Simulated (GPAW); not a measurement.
# Ti: optical spectrum from first principles

Aim: the dielectric function of Ti, and the optical constants that follow from it.

Program: GPAW 26.7.0. Level of theory: DFT, PBE, plane-wave PAW (GPAW data sets), scalar-relativistic, RPA, optical limit. Results are calculated unless marked as measured.

## Step 1: Starting point

The structure is hexagonal, space group P6_3/mmc (No. 194). Conventional cell: a = 2.950 Å, b = 2.950 Å, c = 4.680 Å, α = 90.00°, β = 90.00°, γ = 120.00°. Nearest to Ti lie 12 Ti at 2.89 to 2.95 Å.

As a file:

```cif
data_structure
_symmetry_space_group_name_H-M 'P 1'
_symmetry_Int_Tables_number 1
_cell_length_a 2.9500
_cell_length_b 2.9500
_cell_length_c 4.6800
_cell_angle_alpha 90.000
_cell_angle_beta 90.000
_cell_angle_gamma 120.000
_cell_volume 35.27
loop_
_atom_site_label
_atom_site_type_symbol
_atom_site_fract_x
_atom_site_fract_y
_atom_site_fract_z
_atom_site_occupancy
Ti1 Ti 0.66667 0.33333 0.75000 1
Ti2 Ti 0.33333 0.66667 0.25000 1
```

## Step 2: Ground state

The self-consistent density comes first; it also tells whether there is a gap, which decides the occupations and the need for a Drude term.

This step: DFT, PBE, plane-wave PAW (GPAW data sets), scalar-relativistic, ground state (GPAW 26.7.0).

The input, gs.py:

```python
from ase import Atoms
from ase.dft.bandgap import bandgap
from gpaw import GPAW, PW, FermiDirac

atoms = Atoms(['Ti', 'Ti'],
              cell=[[2.950000000000, 0.000000000000, 0.000000000000],
                    [-1.475000000000, 2.554774941200, 0.000000000000],
                    [0.000000000000, 0.000000000000, 4.680000000000]],
              scaled_positions=[[0.666666666700, 0.333333333300, 0.750000000000],
                                [0.333333333300, 0.666666666700, 0.250000000000]],
              pbc=[True, True, True])
atoms.calc = GPAW(mode=PW(500), xc='PBE', kpts={'size': (9, 9, 5), 'gamma': True},
                  occupations=FermiDirac(0.05), maxiter=150, txt='gs.txt')
print('energy (eV)', atoms.get_potential_energy())
print('Fermi level (eV)', atoms.calc.get_fermi_level())
print('valence electrons', atoms.calc.get_number_of_electrons())
print('gap (eV)', bandgap(atoms.calc, output=None)[0])
print('direct gap (eV)', bandgap(atoms.calc, direct=True, output=None)[0])
atoms.calc.write('gs.gpw')
```

On the command line:

```bash
> OMP_NUM_THREADS=1 python gs.py
```

Numbers of over 12 decimals in the logs are rounded to 6 here.

Log:

```text
__  _  _
 | _ |_)|_||  |
 |__||  | ||/\| - 26.7.0

Versions:
  Python: 3.12.14
  ASE:    3.29.0
  Numpy:  2.5.5
  Scipy:  1.18.1
  Libxc:  7.0.0

Input parameters:
  mode=PW(ecut=500.0),
  kpts=MonkhorstPack(size=(9, 9, 5), gamma=True),
  maxiter=150,
  occupations=Occupations(name='fermi-dirac', width=0.05, fixmagmom=False),
  xc=XC(name='PBE')

Diagonalizing LCAO Hamiltonian
Converting LCAO to pw mode

          Ti

        Ti

Atoms  # Å, Bohr magnetons
|   | symbol |         x |        y |        z |    initial magnetic moments |
| 0 |     Ti |  1.475000 | 0.851592 | 3.510000 | ( 0.0000,  0.0000,  0.0000) |
| 1 |     Ti | -0.000000 | 1.703183 | 1.170000 | ( 0.0000,  0.0000,  0.0000) |

Unit cell  # Å
| periodic |         x |        y |        z |  lengths |     angles |
|      yes |  2.950000 | 0.000000 | 0.000000 | 2.950000 |  90.000000 |
|      yes | -1.475000 | 2.554775 | 0.000000 | 2.950000 |  90.000000 |
|      yes |  0.000000 | 0.000000 | 4.680000 | 4.680000 | 120.000000 |

Number of symmetries: 12
Symmetry operations  # r_c * U_cc + t_c -> r_c
|    | kind |            matrix            |
|  0 |  σ   |  1, 1, 0,  0,-1, 0,  0, 0, 1 |
|  1 |  S6  |  1, 1, 0, -1, 0, 0,  0, 0,-1 |
|  2 |  E   |  1, 0, 0,  0, 1, 0,  0, 0, 1 |
|  3 |  C2  |  1, 0, 0, -1,-1, 0,  0, 0,-1 |
|  4 |  C2  |  0, 1, 0,  1, 0, 0,  0, 0,-1 |
|  5 |  C3  |  0, 1, 0, -1,-1, 0,  0, 0, 1 |
|  6 |  S6  |  0,-1, 0,  1, 1, 0,  0, 0,-1 |
|  7 |  σ   |  0,-1, 0, -1, 0, 0,  0, 0, 1 |
|  8 |  σ   | -1, 0, 0,  1, 1, 0,  0, 0, 1 |
|  9 |  i   | -1, 0, 0,  0,-1, 0,  0, 0,-1 |
| 10 |  C3  | -1,-1, 0,  1, 0, 0,  0, 0, 1 |
| 11 |  C2  | -1,-1, 0,  0, 1, 0,  0, 0,-1 |

BZ-sampling:
  Number of BZ points: 405
  Number of IBZ points: 50

  Monkhorst-Pack size: [9, 9, 5]
  Monkhorst-Pack shift: [0, 0, 0]

K-points  # in reciprocal-cell coordinates
|     |                                coordinates |     weight |
|   0 | (  0.00000000,   0.00000000,   0.00000000) | 0.00246914 |
|   1 | (  0.00000000,   0.00000000,   0.20000000) | 0.00493827 |
|   2 | (  0.00000000,   0.00000000,   0.40000000) | 0.00493827 |
|   3 | (  0.11111111,   0.00000000,  -0.40000000) | 0.01481481 |
|   4 | (  0.11111111,   0.00000000,  -0.20000000) | 0.01481481 |
|   5 | (  0.11111111,   0.00000000,   0.00000000) | 0.01481481 |
|   6 | (  0.11111111,   0.00000000,   0.20000000) | 0.01481481 |
|   7 | (  0.11111111,   0.00000000,   0.40000000) | 0.01481481 |
|   8 | (  0.22222222,  -0.11111111,   0.00000000) | 0.01481481 |
|   9 | (  0.22222222,  -0.11111111,   0.20000000) | 0.02962963 |
| ... |                                            |            |
|  49 | (  0.44444444,   0.44444444,   0.40000000) | 0.02962963 |

Plane wave coefficients: 929
Cutoff: 500.0 eV

Spin-components: 1 (collinear spins)
Bands:           19
Projectors:      12
Spin-degeneracy: 2
Datatype:        complex128

Parallelization:
  kpt:    1
  domain: 1
  band:   1

Density:
  Valence electrons: 24.0
  Components: 1
  Grid points: [16 16 25]
  Charge: 0.0  # |e|

Potential:
  Grid points: [16 16 25]

species:
  Ti:
    name:    Titanium
    id:
    Z:       22.0
    valence: 12
    core:    10
    charge:  0.0  # [|e|]
    compensation charges:
      type: gauss
      rc: 0.38  # [Å]
      lmax: 2
    cutoffs:
      filter: 2.23  # [Å]
      core: 1.02  # [Å]
    projectors
    | kind |    occ | energy [eV] | rcut [Å] |
    |   3s |  2.000 |     -62.623 |    1.270 |
    |   4s |  2.000 |      -4.466 |    1.270 |
    |   3p |  6.000 |     -38.862 |    1.058 |
    |   4p |  0.000 |      -1.466 |    1.058 |
    |   3d |  2.000 |      -4.258 |    1.058 |
    |    d |        |      22.953 |    1.058 |

    Using partial waves for Ti as LCAO basis

Reference energy: -46448.028563  # eV

eigensolver:
  PPCG
  Converge bands: occupied
  niter=2

density mixing:
  MSR1-Mixer
  Pratt-step length: 0.05
  Maximum mixing coefficient: 0.75
  Old densities: 10
  SVD Regularization: 0.005
  Good broyden scale: 1.0
  Trust region scale: 1.0
  Backstep threshold: 4.0
  History deletion threshold: 6.0
  Fourier metric: weight=20.0, sigma=0.015

occupation numbers:
  Fermi-Dirac:
    width: 0.0500  # eV

poisson solver:
  ecut: 4000.0  # eV

xc functional:
  name: PBE with 2 nearest neighbor stencil

convergence criteria:
- Maximum [total energy] change in last 3 cyles: 0.0005 eV / valence electron
- Maximum integral of absolute [dens]ity change: 0.0001 electrons / valence electron
- Maximum integral of absolute [eigenst]ate change: 4e-08 eV^2 / valence electron
maximum number of iterations: 150

SCF iterations
|iter     |      energy | eigst |  dens |
|iter:   1||  -13.788766 | -0.13 |       |
|iter:   2||  -13.675336 | -2.15 | -1.21 |
|iter:   3||  -13.297010 | -0.66 | -1.26 |
|iter:   4||  -13.298128 | -2.54 | -1.95 |
|iter:   5||  -13.300503c| -3.47 | -2.25 |
|iter:   6||  -13.300546c| -4.95 | -3.37 |
|iter:   7||  -13.300557c| -5.46 | -3.69 |
|iter:   8||  -13.300557c| -6.26 | -4.10c|
|iter:   9||  -13.300556c| -7.72c| -4.76c|

Converged in 9 steps
SCF loop duration: 11.504 s (1.278 s/step)
Energy contributions relative to reference atoms: (reference = -46448.028563)

Energy contributions:
  Kinetic:          11.244727
  Coulomb:         -11.209636
  Zero:             -0.043849
  External:          0.000000
  Xc:              -13.283949
  Entropy:          -0.015697
  Spinorbit:         0.000000
  ----------------------------
  Free energy:     -13.308405
  Extrapolated:    -13.300556

dipole moment: (0.000000, 0.000000, 0.000000)  # |e|*Ang

Fermi level: 8.381
Eigenvalues  # (at kpt = [0.000, 0.000, 0.000])
| band index |      eig [eV] | occ [0-2] |
|          0 |       -48.473 |     2.000 |
|        ... |               |           |
|          2 |       -25.070 |     2.000 |
|          3 |       -24.446 |     2.000 |
|          4 |       -24.446 |     2.000 |
|          5 |       -24.397 |     2.000 |
|          6 |       -24.350 |     2.000 |
|          7 |       -24.350 |     2.000 |
|          8 |         2.223 |     2.000 |
|          9 |         5.727 |     2.000 |
|         10 |         9.068 |     0.000 |
|         11 |         9.149 |     0.000 |
|         12 |         9.149 |     0.000 |
|         13 |         9.241 |     0.000 |
|         14 |         9.636 |     0.000 |
|         15 |         9.636 |     0.000 |
|         16 |         9.984 |     0.000 |
|         17 |         9.984 |     0.000 |
|         18 |        11.480 |     0.000 |

No gap
No difference between direct/indirect transitions

--- standard output ---
energy (eV) -13.300556
Fermi level (eV) 8.380598
valence electrons 24.0
gap (eV) 0.0
direct gap (eV) 0.0
```

It took 14 s on 1 thread of Arm Neoverse V1, shared host; peak memory 0.17 GiB.

Numbers from this step:

| Property | Result |
| --- | --- |
| energy | -13.30 eV |
| Fermi energy | 8.381 eV |
| electrons | 24 |

There are states at the Fermi level within the smearing, so the occupations stay smeared and the carriers get a Drude term.

## Step 3: Bands for the response

At the fixed density, many empty bands are solved on the mesh of the response, since the spectrum sums over them.

This step: DFT, PBE, plane-wave PAW (GPAW data sets), scalar-relativistic, bands at fixed density (GPAW 26.7.0).

The input, nscf.py:

```python
from ase.dft.bandgap import bandgap
from gpaw import GPAW, FermiDirac

calc = GPAW('gs.gpw').fixed_density(kpts={'size': (21, 21, 11), 'gamma': True}, nbands=37, convergence={'bands': 31},
                                    occupations=FermiDirac(0.05), txt='nscf.txt')
print('gap (eV)', bandgap(calc, output=None)[0])
print('direct gap (eV)', bandgap(calc, direct=True, output=None)[0])
print('top band over the Fermi level (eV)', min(calc.get_eigenvalues(kpt=k)[30] for k in range(len(calc.get_ibz_k_points()))) - calc.get_fermi_level())
calc.write('full.gpw', mode='all')
```

On the command line:

```bash
> OMP_NUM_THREADS=1 python nscf.py
```

Log:

```text
Diagonalizing LCAO Hamiltonian
Converting LCAO to pw mode
convergence criteria:
- Maximum integral of absolute [eigenst]ate change: 4e-08 eV^2 / valence electron
maximum number of iterations: 150

SCF iterations
|iter     |      energy | eigst |  dens |
|iter:   1||             | +2.36 |       |
|iter:   2||             | +0.47 |       |
|iter:   3||             | -0.84 |       |
|iter:   4||             | -2.24 |       |
|iter:   5||             | -3.49 |       |
|iter:   6||             | -4.76 |       |
|iter:   7||             | -5.89 |       |
|iter:   8||             | -7.10 |       |
|iter:   9||             | -8.14c|       |
SCF steps: 9
  __  _  _
 | _ |_)|_||  |
 |__||  | ||/\| - 26.7.0

Versions:
  Python: 3.12.14
  ASE:    3.29.0
  Numpy:  2.5.5
  Scipy:  1.18.1
  Libxc:  7.0.0

Input parameters:
  mode=PW(ecut=500.0),
  convergence={'bands': 31},
  gpts=array([16, 16, 25]),
  kpts=MonkhorstPack(size=(21, 21, 11), gamma=True),
  maxiter=150,
  nbands=37,
  occupations=Occupations(name='fermi-dirac', width=0.05, fixmagmom=False),
  parallel={},
  xc=XC(name='PBE')

--- standard output ---
gap (eV) 0.0
direct gap (eV) 0.0
top band over the Fermi level (eV) 22.037725
```

Run time: 3.2 min. Hardware: 1 thread; peak memory 0.5 GiB.

## Step 4: Dielectric function, RPA

Local fields let the induced charge screen the field inside the cell, which as a rule lowers ε, most along directions where the density is uneven.

This step: DFT, PBE, plane-wave PAW (GPAW data sets), scalar-relativistic, RPA, optical limit (GPAW 26.7.0).

The input, df.py:

```python
from gpaw.response.df import DielectricFunction

df = DielectricFunction('full.gpw', frequencies={'type': 'nonlinear', 'domega0': 0.03, 'omega2': 8},
                        ecut=50,
                        eta=0.15,
                        nbands=31,
                        rate=0.05,
                        txt='df.txt')
for direction in ['x', 'z']:
    df.get_dielectric_function(xc='RPA', direction=direction, filename=f'df_{direction}.csv')
```

On the command line:

```bash
> OMP_NUM_THREADS=1 python df.py
```

Log:

```text
Using integrator: PointIntegrator
NonLinearFrequencyDescriptor(from 0.000 to 84.484 eV, 525 points)
Nonperiodic BCs:  [False False False]
Using integrator: PointIntegrator
NonLinearFrequencyDescriptor(from 0.000 to 84.484 eV, 525 points)
Nonperiodic BCs:  [False False False]
Using integrator: PointIntegrator

Calculating chi0 body with:
    Ground state adapter containing:
    Number of spins: 1
    Number of kpoints: 4851
    Number of irreducible kpoints: 473
    Number of completely occupied states: 10
    Number of partially occupied states: 14

    Linear response parametrization:
    q_c: [0.0, 0.0, 0.0]
    Number of frequency points: 525
    Planewave cutoff: 50.0
    Number of bands: 31
    Number of planewaves: 23
    Broadening (eta): 0.15

Integrating chi0 body.

Symmetries of q_c:
    Direct symmetries (Uq -> q): 12
    Indirect symmetries (TUq -> q): 0
In total 12 allowed symmetries.

473 groups of equivalent kpoints. 90.249433% reduction.

Integral kind: spectral function

Calculating chi0 optical extensions with:
    Ground state adapter containing:
    Number of spins: 1
    Number of kpoints: 4851
    Number of irreducible kpoints: 473
    Number of completely occupied states: 10
    Number of partially occupied states: 14

    Linear response parametrization:
    Number of frequency points: 525
    Planewave cutoff: 50.0
    Number of bands: 31
    Number of planewaves: 23
    Broadening (eta): 0.15
Integrating chi0 head and wings.

Symmetries of q_c:
    Direct symmetries (Uq -> q): 12
    Indirect symmetries (TUq -> q): 0
In total 12 allowed symmetries.

473 groups of equivalent kpoints. 90.249433% reduction.

Integral kind: spectral function wings

Calculating drude chi0 with:
    Number of frequency points:525
    Plasma frequency decay rate: 0.05 eV

    Ground state adapter containing:
    Number of spins: 1
    Number of kpoints: 4851
    Number of irreducible kpoints: 473
    Number of completely occupied states: 10
    Number of partially occupied states: 14

Symmetries of q_c:
    Direct symmetries (Uq -> q): 12
    Indirect symmetries (TUq -> q): 0
In total 12 allowed symmetries.

473 groups of equivalent kpoints. 90.249433% reduction.

Integral kind: intraband
Plasma frequency:
[[3.46-0.j 0.  +0.j 0.  +0.j]
 [0.  +0.j 3.46-0.j 0.  +0.j]
 [0.  +0.j 0.  -0.j 3.43-0.j]]
```

It took 46 s on 1 thread; peak memory 0.26 GiB.

Read-outs, printed or worked out from the files:

* main peak of the optical conductivity above 1 eV, first axis: 2.040 eV

The Im ε by photon energy; read off at these points:

```csv
photon energy (eV),E ∥ x,E ∥ z
0.50,31.1,66.2
0.91,33.8,43.7
1.00,33.4,41.1
1.50,28.9,41.3
2.00,26.9,20.3
2.50,18.8,17.0
3.00,15.0,16.8
3.50,14.4,14.9
4.00,13.0,12.2
4.50,6.59,7.21
5.00,3.81,4.17
5.50,2.82,3.10
6.00,3.35,3.93
6.50,5.86,5.14
7.00,3.69,2.70
7.50,2.71,1.57
8.00,1.34,1.18
8.50,1.12,1.66
9.00,1.70,2.25
9.50,2.46,2.25
10.00,2.68,1.90
10.50,2.48,1.95
11.00,2.06,2.16
11.50,1.64,1.65
12.00,1.32,1.17
12.50,1.10,0.895
13.00,1.03,0.701
13.50,0.920,0.639
```

The Re ε by photon energy:

```csv
photon energy (eV),E ∥ x,E ∥ z
0.5,-2.51,15.3
1.0,11.5,5.20
1.5,8.25,-3.95
2.0,0.185,-5.07
2.5,-3.79,-2.26
3.0,-1.61,-1.97
3.5,-3.09,-5.03
4.0,-6.61,-7.37
4.5,-7.60,-7.60
5.0,-4.72,-5.26
5.5,-2.52,-3.01
6.0,-0.425,-0.936
6.5,-1.01,-3.64
7.0,-3.04,-3.42
7.5,-2.23,-2.39
8.0,-1.80,-1.16
8.5,-0.682,-0.401
9.0,0.634,-0.0440
9.5,-0.0807,-0.789
10.0,-0.230,-0.656
10.5,-0.790,-0.391
11.0,-1.01,-0.856
11.5,-1.06,-1.16
12.0,-0.932,-1.12
12.5,-0.722,-0.674
13.0,-0.530,-0.718
13.5,-0.512,-0.285
```

The loss function −Im 1/ε at q → 0 has structure finer than the step of the table below, so its rows give means over 0.5 eV, whole bins alone (the curve runs from 0.305 to 14.0 eV). Peaks (eV: height): E ∥ x 5.92: 0.312, 8.77: 0.883; E ∥ z 8.33: 0.620.

Table of loss function −Im 1/ε at q → 0 by energy loss; means over each step:

| energy loss (eV) | E ∥ x | E ∥ z |
| --- | --- | --- |
| 1.0 | 0.0274 | 0.0227 |
| 1.5 | 0.0321 | 0.0257 |
| 2.0 | 0.0375 | 0.0452 |
| 2.5 | 0.0516 | 0.0577 |
| 3.0 | 0.0659 | 0.0592 |
| 3.5 | 0.0675 | 0.0598 |
| 4.0 | 0.0627 | 0.0610 |
| 4.5 | 0.0676 | 0.0662 |
| 5.0 | 0.105 | 0.0927 |
| 5.5 | 0.202 | 0.168 |
| 6.0 | 0.281 | 0.223 |
| 6.5 | 0.175 | 0.136 |
| 7.0 | 0.165 | 0.144 |
| 7.5 | 0.210 | 0.199 |
| 8.0 | 0.286 | 0.429 |
| 8.5 | 0.657 | 0.578 |
| 9.0 | 0.575 | 0.447 |
| 9.5 | 0.400 | 0.404 |
| 10.0 | 0.370 | 0.459 |
| 10.5 | 0.363 | 0.476 |
| 11.0 | 0.390 | 0.404 |
| 11.5 | 0.430 | 0.404 |
| 12.0 | 0.514 | 0.456 |
| 12.5 | 0.645 | 0.664 |
| 13.0 | 0.764 | 0.753 |
| 13.5 | 0.837 | 1.25 |

Im ε, E ∥ x against photon energy; read off at these points:

```csv
photon energy (eV),without local fields,with local fields
0.50,31.2,31.1
0.91,33.9,33.8
1.00,33.4,33.4
1.50,29.0,28.9
2.00,26.6,26.9
2.50,18.6,18.8
3.00,15.0,15.0
3.50,14.4,14.4
4.00,13.0,13.0
4.50,6.57,6.59
5.00,3.81,3.81
5.50,2.82,2.82
6.00,3.37,3.35
6.50,5.88,5.86
7.00,3.69,3.69
7.50,2.62,2.71
8.00,1.27,1.34
8.50,1.10,1.12
9.00,1.76,1.70
9.50,2.48,2.46
10.00,2.63,2.68
10.50,2.40,2.48
11.00,1.98,2.06
11.50,1.57,1.64
12.00,1.26,1.32
12.50,1.05,1.10
13.00,0.997,1.03
13.50,0.881,0.920
```

The refractive index n and extinction k by photon energy:

```csv
photon energy (eV),"n, E ∥ x","k, E ∥ x","n, E ∥ z","k, E ∥ z"
0.5,3.79,4.11,6.45,5.13
1.0,4.84,3.45,4.83,4.25
1.5,4.38,3.30,4.33,4.76
2.0,3.68,3.65,2.82,3.61
2.5,2.77,3.39,2.73,3.12
3.0,2.59,2.89,2.74,3.08
3.5,2.41,2.98,2.32,3.22
4.0,2.00,3.26,1.86,3.29
4.5,1.11,2.97,1.20,3.01
5.0,0.820,2.32,0.853,2.45
5.5,0.794,1.77,0.811,1.91
6.0,1.21,1.38,1.25,1.58
6.5,1.57,1.86,1.15,2.23
7.0,0.934,1.98,0.684,1.97
7.5,0.800,1.69,0.486,1.62
8.0,0.472,1.42,0.497,1.18
8.5,0.562,0.998,0.809,1.03
9.0,1.11,0.768,1.05,1.07
9.5,1.09,1.13,0.893,1.26
10.0,1.11,1.21,0.823,1.15
10.5,0.952,1.30,0.894,1.09
11.0,0.801,1.28,0.855,1.26
11.5,0.669,1.23,0.656,1.26
12.0,0.583,1.13,0.499,1.17
12.5,0.546,1.01,0.472,0.947
13.0,0.562,0.920,0.378,0.928
13.5,0.520,0.885,0.456,0.702
```

From ε follow the optical constants at some laser and lamp lines:

| wavelength (nm) | n x | k x | R (%) x | 1/α x | n z | k z | R (%) z | 1/α z |
| --- | --- | --- | --- | --- | --- | --- | --- | --- |
| 1550 | 4.96 | 3.373 | 57.7 | 37 nm | 5.09 | 5.153 | 68.0 | 24 nm |
| 1064 | 4.59 | 3.368 | 56.9 | 25 nm | 4.91 | 4.109 | 62.1 | 21 nm |
| 800 | 4.34 | 3.326 | 56.1 | 19 nm | 4.04 | 4.836 | 66.9 | 13 nm |
| 450 | 2.48 | 3.091 | 54.2 | 12 nm | 2.75 | 2.996 | 52.2 | 12 nm |
| 308 | 1.95 | 3.274 | 59.9 | 7.5 nm | 1.82 | 3.292 | 61.3 | 7.4 nm |
| 248 | 0.82 | 2.322 | 62.3 | 8.5 nm | 0.85 | 2.447 | 63.8 | 8.1 nm |
| 193 | 1.58 | 1.718 | 34.2 | 8.9 nm | 1.29 | 2.197 | 48.8 | 7.0 nm |

A polished face would reflect 57 % of daylight and look light grey (CIE x = 0.320, y = 0.336 under D65).

## Step 5: Results

```yaml
main_peak_of_the_optical_conductivity_above_1_ev_first_axis: 2.04 eV
```

What this shows: At this level (PBE, RPA) Ti is a metal; it reflects 58 % at 550 nm for E ∥ x. A polished face would reflect 57 % of daylight and look light grey (CIE x = 0.320, y = 0.336 under D65). The carriers' damping of 0.05 eV is typed, not computed; it shapes the response at the lowest energies. The sum runs over mesh points, so small or evenly spaced maxima can still be ripples of the mesh. In this version of GPAW the matrix elements of the optical limit are incomplete, which can lower ε − 1 by up to a tenth where first-row anions or d states rule, and shift it by more in d metals. GPAW's carrier term has the form −ωp²/(ω + i·rate)², which damps like twice the rate and fails at low energy, so the curves leave the lowest energies out.

[Machine, clock and banner lines and Python warnings are left out of the logs.]

[Logs are printed without paths, hosts, clocks, repeated set-up lines and the standing remarks that a program may print on its own settings, such as how far it seeks lower states.]

[Hosts, paths, dates, database ids (printed as entryN), source tags and the programs' standing remarks are cut or masked in the printed files.]
